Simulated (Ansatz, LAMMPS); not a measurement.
# Relaxing amorphous polyacrylonitrile (as short chains C14N4H18), from a frame at 540 K (108 atoms)

How does amorphous polyacrylonitrile (as short chains C14N4H18), from a frame at 540 K (108 atoms) relax, and what do bonds, charges and levels look like afterwards?

Program: Ansatz 0.2.0. Level of theory: Kohn-Sham DFT, PBE+D4, PAW (set soft_2), plane waves. Results are calculated unless marked as measured.

**1. The starting structure**

The cell holds 108 atoms: 42 C, 12 N and 54 H. Its edges and angles: a = 10.877 Å, b = 10.877 Å, c = 10.877 Å, α = 90.0°, β = 90.0°, γ = 90.0°. 3 polyacrylonitrile chains of 4 units with methyl end groups placed at random, at 0.938 g/cm³; overlaps pushed apart, then 20 ps at 800 K with MMFF94 bonds, angles, torsions, charges and radii (Halgren, J. Comput. Chem. 17, 490 (1996)) in harmonic and 12-6 forms. Snapshot after 30 ps at 540 K and fixed volume.

Limits known from the start: The network of contacts between molecules at the start is that of the classical potential that made the cell. The density was typed from a rule of thumb and may lie off the real one at this temperature. The Brillouin zone is sampled at Γ only, in a cell whose shortest periodic width is 11 Å.

**2. Making the structure**

A classical potential supplies the starting structure, since it reaches far longer times than DFT.

This step: classical MD, MMFF94 bonds, angles, torsions, charges and radii (Halgren, J. Comput. Chem. 17, 490 (1996)) in harmonic and 12-6 forms; charges of ions scaled by 0.8 (LAMMPS 22 Jul 2025 - Update 4).

The input, in.lmp:

```
# amorphous polyacrylonitrile
units real
atom_style full
boundary p p p
bond_style harmonic
angle_style harmonic
dihedral_style opls
improper_style harmonic
special_bonds lj 0 0 0.5 coul 0 0 0.75
read_data data.lmp
neigh_modify delay 0 every 1 check yes one 4000
comm_modify cutoff 12.0
timestep 0.5
thermo_style custom step time temp pe press density
thermo_modify norm yes
# push overlapping molecules apart
pair_style soft 2.6
pair_coeff * * 0.0
variable a equal ramp(1,60)
fix ad all adapt 1 pair soft a * * v_a
velocity all create 800 652225 mom yes dist gaussian
fix lim all nve/limit 0.03
fix lan all langevin 800 800 50 652226 zero yes
thermo 1000
run 3000 post no
unfix ad
pair_style lj/cut/coul/long 9.0
pair_modify mix arithmetic tail yes
pair_coeff 1 1 0.0678 3.3680   # C
pair_coeff 2 2 0.0678 3.5530   # C
pair_coeff 3 3 0.0721 3.3270   # N
pair_coeff 4 4 0.0216 2.5400   # H
kspace_style pppm 1.0e-4
thermo 100
# [... 16 lines left out ...]
compute msd all msd com yes
thermo 7500
fix md all nvt temp 540 540 100
run 30000 post no
print "== T540: mean square displacement over the hold $(c_msd[4]:%.2f) A^2"
unfix md
uncompute msd
write_dump all custom T540.dump id type xs ys zs modify sort id
```

On the command line:

```sh
lmp -in in.lmp -log none -nocite
```

Numbers of over 12 decimals in the logs are rounded to 6 here.

Log:

```text
LAMMPS (22 Jul 2025 - Update 4)
Reading data file ...
  orthogonal box = (0 0 0) to (10.87734 10.87734 10.87734)
  108 atoms
  orthogonal box = (0 0 0) to (10.87734 10.87734 10.87734)
  105 bonds
  192 angles
  243 dihedrals
   Step          Time           Temp          PotEng         Press         Density
         0   0              800            0.40770924    -10478.674      0.93799866
      1000   500            631.64945      2.5544166      25236.2        0.93799866
      2000   1000           583.5053       2.6982726      27312.43       0.93799866
      3000   1500           715.95684      2.4906962      24677.738      0.93799866
Loop time of 0.258184 s on 1 MPI rank(s) for 3000 steps with 108 atoms
PPPM initialization ...
  G vector (1/distance) = 0.27143591
  grid = 5 5 5
  estimated relative force accuracy = 3.7108346e-05
   Step          Time           Temp          PotEng         Press         Density
      3000   1500           715.95684      1.5429513      6674.9498      0.93799866
      3100   1550           715.95684     -0.49924679     9346.382       0.93799866
      3200   1600           715.95684     -0.55401714     10365.605      0.93799866
      3240   1620           715.95684     -0.55755726     10599.638      0.93799866
Loop time of 0.215302 s on 1 MPI rank(s) for 240 steps with 108 atoms
[... 6 lines left out ...]
   Step          Time           Temp          PotEng         Press         Density
         0   0              800           -0.55755726     11551.744      0.93799866
      1000   500            649.01042      1.3682359     -4230.894       0.93799866
      2000   1000           587.91201      1.3338679      15575.951      0.93799866
Loop time of 0.673824 s on 1 MPI rank(s) for 2000 steps with 108 atoms
   Step          Time           Temp          PotEng         Press         Density
      2000   1000           587.91201      1.3338679      15575.951      0.93799866
[... 5 lines left out ...]
WARNING: Bond/angle/dihedral extent > half of periodic box length
Loop time of 7.06945 s on 1 MPI rank(s) for 20000 steps with 108 atoms
WARNING: Bond/angle/dihedral extent > half of periodic box length
   Step          Time           Temp          PotEng         Press         Density
[... 4 lines left out ...]
Loop time of 6.98443 s on 1 MPI rank(s) for 20000 steps with 108 atoms
   Step          Time           Temp          PotEng         Press         Density
[... 2 lines left out ...]
     52500   51500          441.61731      0.52560183     10612.456      0.93799866
     60000   59000          585.90569      0.53771499    -102.01432      0.93799866
     67500   66500          553.91056      0.71980325    -5270.6497      0.93799866
     72000   71000          504.06715      0.36628898     1997.4473      0.93799866
Loop time of 10.2634 s on 1 MPI rank(s) for 30000 steps with 108 atoms
== T540: mean square displacement over the hold 12.43 A^2
```

Elapsed: 26 s, on 1 thread of Arm Neoverse V2, shared host; peak memory 0.12 GiB.

The input also reads data.lmp (atoms, bonds and types; not printed here).

**3. Single point at the start**

The forces at the start show how far the geometry lies from a minimum of this functional.

The input, input.yaml:

```yaml
crystal:
  lattice:
    - [10.87734, 0.0, 0.0]
    - [0.0, 10.87734, 0.0]
    - [0.0, 0.0, 10.87734]
  atoms:
    - { symbol: C, position: [0.72823, 0.31198, 0.21239] }
    - { symbol: C, position: [0.7727, 0.17889, 0.18169] }
    - { symbol: C, position: [0.79094, 0.16882, 0.03988] }
    - { symbol: C, position: [0.85469, 0.04903, 0.01545] }
    - { symbol: "N", position: [0.90897, 0.95982, 0.99243] }
    - { symbol: C, position: [0.67411, 0.1831, 0.96165] }
    - { symbol: C, position: [0.7034, 0.17523, 0.82758] }
    - { symbol: C, position: [0.8115, 0.23867, 0.78018] }
    - { symbol: "N", position: [0.88814, 0.27253, 0.71517] }
    - { symbol: C, position: [0.60474, 0.19846, 0.7368] }
    - { symbol: C, position: [0.484, 0.1477, 0.78021] }
    - { symbol: C, position: [0.3901, 0.19611, 0.69542] }
    - { symbol: "N", position: [0.32181, 0.22459, 0.61922] }
    - { symbol: C, position: [0.49108, 0.00467, 0.77216] }
    - { symbol: C, position: [0.37054, 0.93471, 0.79618] }
    - { symbol: C, position: [0.29297, 0.9851, 0.89905] }
    - { symbol: "N", position: [0.22022, 0.02253, 0.96979] }
    - { symbol: C, position: [0.3993, 0.81225, 0.84214] }
    - { symbol: H, position: [0.716, 0.31655, 0.30916] }
    - { symbol: H, position: [0.79551, 0.38349, 0.18449] }
    - { symbol: H, position: [0.63312, 0.33391, 0.1897] }
    - { symbol: H, position: [0.86233, 0.16478, 0.22564] }
    - { symbol: H, position: [0.70818, 0.10937, 0.21312] }
    - { symbol: H, position: [0.85016, 0.24601, 0.01957] }
    - { symbol: H, position: [0.6055, 0.11399, 0.98949] }
    - { symbol: H, position: [0.64057, 0.26772, 0.97448] }
    - { symbol: H, position: [0.71923, 0.0871, 0.81156] }
    - { symbol: H, position: [0.58822, 0.29296, 0.73483] }
    - { symbol: H, position: [0.61925, 0.15417, 0.64816] }
    - { symbol: H, position: [0.46554, 0.18886, 0.87265] }
    - { symbol: H, position: [0.56078, 0.98166, 0.83944] }
    - { symbol: H, position: [0.54135, 0.98429, 0.68757] }
    - { symbol: H, position: [0.32028, 0.93217, 0.70764] }
    - { symbol: H, position: [0.31282, 0.75419, 0.83431] }
    - { symbol: H, position: [0.44688, 0.81898, 0.93244] }
    - { symbol: H, position: [0.46633, 0.76557, 0.78096] }
    - { symbol: C, position: [0.22568, 0.6324, 0.07491] }
    - { symbol: C, position: [0.24638, 0.59115, 0.2055] }
    - { symbol: C, position: [0.1526, 0.49747, 0.26048] }
    - { symbol: C, position: [0.0441, 0.5695, 0.28397] }
    - { symbol: "N", position: [0.95855, 0.62735, 0.30717] }
    - { symbol: C, position: [0.12185, 0.38735, 0.18242] }
    - { symbol: C, position: [0.22312, 0.29002, 0.15627] }
    - { symbol: C, position: [0.31445, 0.33182, 0.06571] }
    - { symbol: "N", position: [0.39071, 0.36099, 0.99374] }
    - { symbol: C, position: [0.28695, 0.24138, 0.2822] }
    - { symbol: C, position: [0.28505, 0.1008, 0.31097] }
    - { symbol: C, position: [0.36253, 0.03458, 0.22428] }
    - { symbol: "N", position: [0.42965, 0.96908, 0.17094] }
    - { symbol: C, position: [0.1594, 0.03988, 0.29835] }
    - { symbol: C, position: [0.10301, 0.06192, 0.42559] }
    - { symbol: C, position: [0.04941, 0.18873, 0.4194] }
    - { symbol: "N", position: [0.02119, 0.29112, 0.41881] }
    - { symbol: C, position: [0.99816, 0.9648, 0.42653] }
    - { symbol: H, position: [0.13444, 0.65039, 0.04814] }
    - { symbol: H, position: [0.25621, 0.56918, 0.00919] }
    - { symbol: H, position: [0.28481, 0.7032, 0.04736] }
    - { symbol: H, position: [0.24399, 0.67295, 0.26603] }
    - { symbol: H, position: [0.33277, 0.54296, 0.21787] }
    - { symbol: H, position: [0.17637, 0.47562, 0.36284] }
    - { symbol: H, position: [0.0783, 0.41148, 0.09369] }
    - { symbol: H, position: [0.03725, 0.34449, 0.2218] }
    - { symbol: H, position: [0.18532, 0.20931, 0.11866] }
    - { symbol: H, position: [0.24472, 0.27509, 0.37218] }
    - { symbol: H, position: [0.38473, 0.27182, 0.27566] }
    - { symbol: H, position: [0.32417, 0.08312, 0.40198] }
    - { symbol: H, position: [0.15449, 0.94476, 0.27252] }
    - { symbol: H, position: [0.10427, 0.08159, 0.22974] }
    - { symbol: H, position: [0.1428, 0.03659, 0.51636] }
    - { symbol: H, position: [0.94201, 0.97263, 0.34684] }
    - { symbol: H, position: [0.04161, 0.86414, 0.42734] }
    - { symbol: H, position: [0.93882, 0.96894, 0.50667] }
    - { symbol: C, position: [0.64835, 0.69861, 0.2001] }
    - { symbol: C, position: [0.59254, 0.76818, 0.30626] }
    - { symbol: C, position: [0.59311, 0.71068, 0.44187] }
    - { symbol: C, position: [0.50476, 0.61483, 0.44793] }
    - { symbol: "N", position: [0.43044, 0.53666, 0.45632] }
    - { symbol: C, position: [0.7231, 0.65898, 0.46814] }
    [... 24 atom lines left out ...]
    - { symbol: H, position: [0.08195, 0.56392, 0.86677] }
    - { symbol: H, position: [0.00775, 0.44314, 0.7821] }
    - { symbol: H, position: [0.12639, 0.47514, 0.59636] }
    - { symbol: H, position: [0.34383, 0.46289, 0.67644] }
    - { symbol: H, position: [0.28423, 0.52806, 0.81894] }
    - { symbol: H, position: [0.23538, 0.38073, 0.78914] }
kpoints:
  mp_grid: { grid: [1, 1, 1] }
hamiltonian:
  xc: pbe
  dispersion: d4
scf:
  occupations: { method: fermi_dirac, width: 0.05 }
output:
  forces: true
  stress: true
  populations: true
  dos:
    method: { smearing: { sigma: 0.1 } }
    de: 0.1
    projected: { site_lists: { C: [C], H: [H], "N": ["N"] } }
  eigenvalues: true
```

On the command line:

```sh
ansatz run input.yaml --threads 4 --pin off --max-ram 8192MiB --backend cpu --events-out ev --progress --plain --runs-dir out
```

Log:

```text
Engine: ansatz 0.2.0, aarch64-unknown-linux-gnu
Pseudopotentials: kind: paw
Pseudopotential: C, paw, valence charge 4, recommended cutoff 420 eV (normal), C.paw.azcp
Pseudopotential: N, paw, valence charge 5, recommended cutoff 420 eV (normal), N.paw.azcp
Pseudopotential: H, paw, valence charge 1, recommended cutoff 420 eV (normal), H.paw.azcp
[... 5 lines on functional and potentials left out ...]
Crystal: 108 atoms, lattice volume = 1286.969 Å³
Basis set: ecut = 420 eV, 25269 PW (Γ), exchange–correlation on 150×150×150 points (8 copies of the dense FFT grid, shifted against one another)
Bands: 249, of which v1, the nominal top of the filled ones, is band 141 counted from 1 (140 counted from 0)
Symmetry: 1 space group operations
Space group: P1 (ITA 1), of the structure as read, at distance tolerance 1.1e-4 Å
k-points: 1
[... 7 lines on functional and potentials left out ...]
Initial density: superposition of atomic densities (neutral atoms: chi_scale 0, normalization atom), corrected by the library's trained network
Initial wavefunctions: pseudopotential atomic-orbital guess
Functional: x = pbe(κ = 0.804, μ = 0.219515), c = pbe(β = 0.066725)
SCF iter   1: F=—  HF=-16003.927813 eV  |F-HF|=—  |Δ(HF+E_count)|=         —  Δρ=4.61e-3  dr2=4.30e-1  ethr=1.77e-3  ⟨swp⟩=6.0  Hψ=1145  notcnv=0  defer=44
preconditioner: auto → Resta (q_TF=auto, 2.118 Å⁻¹)  ε∞=2.4  [insulator: Δε(μ)=5.779 eV  Ē_g=14.803 eV  σ=0.050 eV  W_gap=1.00  n_scr=202 (ndim 8)  ℏωp=17.4 eV  f_vac=0.274  D(μ)=0.00/eV (n_scr^D=0)  ε∞_Penn≈2.4]
SCF iter   2: F=—  HF=-16003.893742 eV  |F-HF|=—  |Δ(HF+E_count)|=   3.41e-2  Δρ=2.57e-3  dr2=1.12e-1  ethr=1.52e-4  ⟨swp⟩=2.0  Hψ=426  notcnv=0  defer=103
SCF iter   3: F=—  HF=-16003.891767 eV  |F-HF|=—  |Δ(HF+E_count)|=   1.97e-3  Δρ=1.55e-3  dr2=4.52e-2  ethr=3.95e-5  ⟨swp⟩=2.0  Hψ=290  notcnv=0  defer=103
SCF iter   4: F=—  HF=-16003.888949 eV  |F-HF|=—  |Δ(HF+E_count)|=   2.82e-3  Δρ=4.53e-4  dr2=4.30e-3  ethr=1.60e-5  ⟨swp⟩=2.0  Hψ=289  notcnv=0  defer=103
SCF iter   5: F=—  HF=-16003.888783 eV  |F-HF|=—  |Δ(HF+E_count)|=   1.65e-4  Δρ=2.32e-4  dr2=8.90e-4  ethr=1.52e-6  ⟨swp⟩=2.0  Hψ=285  notcnv=0  defer=103
SCF iter   6: F=—  HF=-16003.888732 eV  |F-HF|=—  |Δ(HF+E_count)|=   5.17e-5  Δρ=1.61e-4  dr2=4.22e-4  ethr=3.15e-7  ⟨swp⟩=2.0  Hψ=287  notcnv=0  defer=103
SCF iter   7: F=—  HF=-16003.888632 eV  |F-HF|=—  |Δ(HF+E_count)|=   9.93e-5  Δρ=3.13e-5  dr2=1.56e-5  ethr=1.50e-7  ⟨swp⟩=2.0  Hψ=285  notcnv=0  defer=103
SCF iter   8: F=—  HF=-16003.887291 eV  |F-HF|=—  |Δ(HF+E_count)|=   1.34e-3  Δρ=1.97e-5  dr2=6.12e-6  ethr=5.54e-9  ⟨swp⟩=2.0  Hψ=390  notcnv=0  defer=103
SCF iter   9: F=—  HF=-16003.887289 eV  |F-HF|=—  |Δ(HF+E_count)|=   1.17e-6  Δρ=7.31e-6  dr2=7.72e-7  ethr=2.17e-9  ⟨swp⟩=2.0  Hψ=287  notcnv=0  defer=103
SCF iter  10: F=-16003.887289 eV  HF=-16003.887289 eV  |F-HF|=3.10e-8  |Δ(HF+E_count)|=   1.07e-7  Δρ=2.17e-6  dr2=7.28e-8  ethr=3.55e-11  ⟨swp⟩=14.0  Hψ=1587  notcnv=0
SCF 1 converged in 10 iterations: F = -16003.887289 eV  dr2 = 7.28e-8
  greatest PAW one-centre occupation: 0.844 electrons in one spin orbital (limit 2), on the N atom at site 88 (counted from 0), in its partial waves of l = 0
SCF converged after 10 iterations
Free energy (F): -16003.887289 eV
Harris-Foulkes:  -16003.887289 eV  (|F-HF|=3.10e-8)
Internal energy: -16003.887289 eV  (E = F + TS)
E sigma→0 (E₀):  -16003.887289 eV
Fermi energy:    0.315924 eV
--- Per-component energies (eV) ---
  E_band       = -2236.509065
  E_kinetic    = 6090.842246
  E_local      = -19758.515603  (includes V_loc(G=0)·N_el)
  E_nonlocal   = 1815.038510
  E_hartree    = 7088.991453
  E_xc         = -3201.700045
  E_vxc        = -4006.395969  (∫ρ·V_xc dr)
  E_paw        = -5731.837407  (= ΣΔE_a)
  E_vpaw       = -555.387666  (= ΣTr[D̂ρ^β])
  E_aug_tail   = -0.073744  (compensation charges beyond the density's cutoff)
  E_ewald      = -2301.179226
  E_disp       = -5.453473  (pairwise vdW)
  E_smearing   = -0.000000  (= −TS)
  E_closure    = -0.000000  (closes the sum)
  Σ components = -16003.887289   (vs F -16003.887289, Δ=0.00e0)
--- Forces (eV/Å), atoms counted from 1 ---
  atom   1  C      0.27030706    -0.76379075     0.08871132
  atom   2  C     -0.47046603     1.51755284    -0.83836617
  atom   3  C      0.00110201    -1.46838339     0.85434326
  atom   4  C     -0.05542657     1.07400870    -0.37306029
  atom   5  N     -0.18958646    -0.09163409     0.17489976
  atom   6  C      1.46306607    -2.55126963     0.32393240
  atom   7  C      0.55400878     2.16902089     0.13912862
  atom   8  C     -0.56306256    -0.65140756     0.29103276
  atom   9  N      0.95608485     0.71196422    -0.31165844
  atom  10  C     -1.32352871    -0.04699090     0.02571310
  atom  11  C     -1.27241710    -0.26361914    -0.05033550
  atom  12  C      0.57831838    -0.87827483     0.55688338
  atom  13  N     -0.53855659     0.11881526    -0.62049450
  atom  14  C     -0.26043003     1.63618605     1.02176996
[...]
atom 107  H      0.13880426     0.25191946    -0.28741873
  atom 108  H      0.07755120     1.56249204    -1.57476893
  max |Σ_I F_I| component: 2.45e-4 eV/Å
--- Stress (GPa, compression-positive) ---
        2.189689      -0.221666       0.233284
       -0.221666       2.514734      -0.144169
        0.233283      -0.144169       0.525812
  P = ⅓ Tr σ = 1.7434 GPa (17.434 kbar)
--- Band table (eV) ---
  k-point 0: bands = ["-18.4560", "-18.3393", "-18.2495", "-18.2068", [... 233 levels ...], "9.4276", "9.4464", "9.5109", "9.5902", "9.6194", "9.7000", "9.7173", "9.7421", "9.8059", "9.9008", "9.9838", "10.0099"]
--- Löwdin populations: 108 sites ---
  site symbol       q [e]
     0      C      4.4849
     1      C      4.2486
     2      C      4.1266
[...]
107      H      0.8214
  spilling = 0.012952 (of n_electrons = 282.000000)
```

Run time: 11 s. Hardware: 4 threads of Arm Neoverse V2, shared host; peak memory 1.3 GiB; 44 s of CPU time.

Reading the cycles: dr2 is the Hartree energy of the density residual (eV), the measure of convergence; HF is the Harris–Foulkes estimate of the energy, which meets the free energy F at convergence.

Numbers from this run:

```
free energy                                      : -16003.8873 eV
free energy per atom                             : -148.1841 eV/atom
SCF cycles                                       : 10
pressure                                         : 1.743 GPa
r.m.s. force component                           : 1.107 eV/Å
longest force                                    : 5.373 eV/Å
Fermi energy                                     : 0.3159 eV
gap (highest filled to lowest empty level) : 5.788 eV
spilling of the projection                       : 0.01295
```

The r.m.s. force component of 1.1 eV/Å and the pressure of 1.7 GPa set the starting point.

Neighbours are counted within 1.34 Å (H-C), 1.85 Å (C-C), 1.62 Å (C-N).

Length of the force by element and coordination:

```csv
element,coordination,atoms,mean length of the force (eV/Å),spread,least,most
C,all,42,2.05,0.870,0.569,4.32
C,2,12,2.03,0.963,0.701,4.32
C,4,30,2.06,0.829,0.569,3.73
H,all,54,1.30,0.917,0.144,5.11
N,all,12,1.68,1.24,0.274,5.37
```

(Continued in part 2 of 3.)

[Logs are printed without paths, hosts, clocks, repeated set-up lines and the standing remarks that a program may print on its own settings, such as how far it seeks lower states.]

[Hosts, paths, dates, database ids (printed as entryN), source tags and the programs' standing remarks are cut or masked in the printed files.]

[The MMFF94 radii named for the starting cell were scaled by 0.96; in molecules described by MMFF94, hydrogen bound to N, O or S took a small fixed 12-6 site in their place.]
